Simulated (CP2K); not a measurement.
Two runs for the O K edge of isocyanic acid. Run A: CP2K XAS_TDP, all-electron GAPW, PBEh(45%), aug-cc-pVTZ, TDA, no relativity. Run B differs in one setting.

First lines with a strength over 0.0015. A:

```tsv
atom	energy (eV)	states	strength, one atom
O3 (bonded to C)	529.25	1	0.0363
	530.90	1	0.0325
	531.86	1	0.0061
	533.98	1	0.0039
	534.40	1	0.0085
```

B:

```tsv
atom	energy (eV)	states	strength, one atom
O3 (bonded to C)	529.08	1	0.0367
	530.80	1	0.0325
	532.62	1	0.0173
	535.67	1	0.0073
	540.41	1	0.0163
```

Q: Which was it: the basis, the functional, GW2X switched on, scalar relativity switched on?

The basis (basis from aug-cc-pVTZ to 6-311G**; the lines alone don't name the new value). A basis moves diffuse and continuum lines far more than the leading valence line. Against PBEh(45%) in aug-cc-pVTZ, the leading line moves by -0.17 eV, to 529.08 eV. The next line of O3 over the strength cut lies 1.72 eV higher, against 1.65.

[Banner, clock and machine lines of the logs are left out without a mark of their own.]

[Logs are printed without paths, hosts, clocks, repeated set-up lines and the standing remarks that a program may print on its own settings, such as how far it seeks lower states.]

[Hosts, paths, dates, database ids (printed as entryN), source tags and the programs' standing remarks are cut or masked in the printed files.]
